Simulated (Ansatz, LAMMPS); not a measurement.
# An extra electron or hole in glassy 65SiO2-8Al2O3-28SrO (mol %) (115 atoms): runs compared

Aim: add and remove one electron in glassy 65SiO2-8Al2O3-28SrO (mol %) (115 atoms), with atoms held and relaxed, and read trapping energy and localisation.

Computed with Ansatz 0.2.0: Kohn-Sham DFT, PBE, PAW (set soft_2), plane waves.

**1. The cell**

The cell holds 115 atoms: 26 Si, 6 Al, 11 Sr and 72 O. Cell: a = 11.727 Å, b = 11.727 Å, c = 11.727 Å, α = 90.0°, β = 90.0°, γ = 90.0°. 115 atoms (26 Si, 6 Al, 11 Sr, 72 O) placed at random at 2.97 g/cm³, melted at 4000 K for 10 ps at fixed volume with the Morse and Coulomb pair potential with partial charges (Pedone, Malavasi, Menziani, Cormack and Segre, J. Phys. Chem. B 110, 11780 (2006)). Quenched from 4000 K to 300 K at 20 K/ps and fixed volume, held 10 ps at zero pressure.

What the set-up can't give: The quench rate of 20 K/ps is orders of magnitude faster than experiment, which tends to freeze in extra defects. The network of bonds at the start is that of the classical potential that made the cell, and needn't be the one that DFT or experiment would give. The Brillouin zone is sampled at Γ only, in a cell whose shortest periodic width is 12 Å.

**2. The reference run**

The reference is a single point at the end of the relaxation.

The charged cells start from the geometry of this run, on a uniform background, with spin and a narrow Fermi–Dirac smearing.

Its input, with most atom lines left out:

```yaml
crystal:
  lattice:
    - [11.72738, 0.0, 0.0]
    - [0.0, 11.72738, 0.0]
    - [0.0, 0.0, 11.72738]
  atoms:
    - { symbol: Si, position: [0.30773, 0.20142, 0.3082] }
    - { symbol: Si, position: [0.90409, 0.84738, 0.9138] }
    - { symbol: Si, position: [0.14613, 0.07381, 0.45376] }
    - { symbol: Si, position: [0.91913, 0.43777, 0.84397] }
    - { symbol: Si, position: [0.19519, 0.19251, 0.91319] }
    - { symbol: Si, position: [0.30652, 0.39165, 0.64877] }
    - { symbol: Si, position: [0.56438, 0.27816, 0.36303] }
    [... atom lines 8 to 115 left out ...]
kpoints:
  mp_grid: { grid: [1, 1, 1] }
hamiltonian:
  xc: pbe
scf:
  occupations: { method: fixed }
output:
  forces: true
  stress: true
  populations: true
  dos:
    method: { smearing: { sigma: 0.08 } }
    de: 0.1
    projected: { site_lists: { Al: [Al], O: [O], Si: [Si], Sr: [Sr] } }
  eigenvalues: true
  write_density: true
  write_potential: true
  volumetric_format: npy
```

| Property | Result |
| --- | --- |
| free energy per atom | -867.3565 eV/atom |
| r.m.s. force component | 0.00456 eV/Å |
| pressure | 1.173 GPa |

Filled and empty levels are parted by 3.99 eV (at Γ alone); a semilocal functional tends to put such gaps too low. In a disordered cell it changes from sample to sample, and tail or defect levels can set it.

**3. The runs**

Each row is one run, on 4 threads of Arm Neoverse V2, shared host. The free energy is the program's total, comparable only between runs with the same functional; between charge states it hangs on the program's zero of potential.

```tsv
run	atoms	outcome	relaxation steps	free energy (eV)	time	host memory (GiB)
Single point at the start	115	converged	-	-99735.351	19 s	2.0
Relaxation	115	converged	18	-99745.999	3.9 min	1.9
Single point at the relaxed geometry	115	converged	-	-99745.999	32 s	2.2
An extra electron, atoms held	115	converged	-	-99737.613	91 s	3.8
An extra electron, atoms relaxed	115	converged	5	-99737.623	3.7 min	3.7
An extra electron, levels at the relaxed geometry	115	converged	-	-99737.623	93 s	3.7
Neutral at the geometry of the electron	115	converged	-	-99745.992	31 s	2.2
An extra hole, atoms held	115	converged	-	-99750.261	2.2 min	3.7
An extra hole, atoms relaxed	115	converged	8	-99750.382	8.6 min	3.7
An extra hole, levels at the relaxed geometry	115	converged	-	-99750.382	2.1 min	3.7
Neutral at the geometry of the hole	115	converged	-	-99745.857	32 s	2.2
```

In some runs the program notes that starting moments were not kept.

The surroundings of O77, which holds the most spin of the extra hole after relaxation, nearest first, numbered as they follow in the input and with coordinates relative to it.

```tsv
atom	x	y	z	distance (Å)	intrinsic-atomic-orbital charge (e)	moment (μB)
O77	0.00	0.00	0.00	0.00	-0.98	0.13
Si25	0.06	0.33	1.58	1.61	1.67	0.00
O44	-1.33	-0.31	2.21	2.59	-0.91	0.01
Sr38	-1.18	-2.32	0.00	2.60	1.81	0.00
O67	1.24	-0.55	2.36	2.72	-0.88	0.01
O52	0.25	1.86	2.12	2.84	-0.96	0.00
O80	1.67	-2.29	0.11	2.84	-0.90	0.01
O65	-1.45	2.44	-0.03	2.84	-0.94	0.04
```

**4. Energies and spread of the extra charge**

Energies are differences within one cell and functional; the shift is the gain plus the neutral cell's energy at the new geometry, that is how much cheaper the vertical process becomes there. The spread is the participation number of the site moments (1/Σw², over the spin inside atomic spheres), with the atom that holds the largest share and the spin that the spheres hold in all.

```tsv
carrier	charged less neutral, atoms held (eV)	gain on relaxing (eV)	neutral cell at that geometry, less the reference (eV)	shift of the vertical energy (eV)	spread, atoms held	spread, relaxed
electron	8.386	0.009	0.007	0.016	-	-
hole	-4.262	0.121	0.142	0.263	14; O74 13 % of 0.76 μB	10; O77 17 % of 0.76 μB
```

**5. Outcome**

The extra electron gains 0.0094 eV as the atoms relax: so small a gain shows no trapping at this level. The cell with the electron keeps a moment of only 0.00 μB where one unpaired electron should give 1 μB: the carrier is shared between both spins, which can hide trapping. The extra hole gains 0.12 eV as the atoms relax, and its spin goes from about 14 to 10 atoms. The hole is shared among 2 partly filled levels, as near-degenerate levels under the smearing give, and as self-interaction favours. Adding the two vertical energies gives 4.12 eV, against a gap of 3.99 eV in the neutral cell. The zero of the potential cancels in this sum; the excess likely reflects the charging energy of carriers confined to few atoms or to a small cell, partly offset by their attraction to the background.

Caveats: Single energies of charged cells hang on the program's zero of potential. In the spin-polarised runs the search for a state of lower energy was switched off. No distortion was seeded, so a trapped state behind a barrier can't be found. Semilocal functionals favour spread-out charges, so trapping can be missed. In the spin-polarised runs the search for a state of lower energy was switched off. Charged cells carry a uniform background, with no correction for images.

The DFT runs together took 25 min of wall time.

[Long decimals in the printed logs are rounded to 6 places.]

[Logs are printed without paths, hosts, clocks, repeated set-up lines and the standing remarks that a program may print on its own settings, such as how far it seeks lower states.]

[Hosts, paths, dates, database ids (printed as entryN), source tags and the programs' standing remarks are cut or masked in the printed files.]
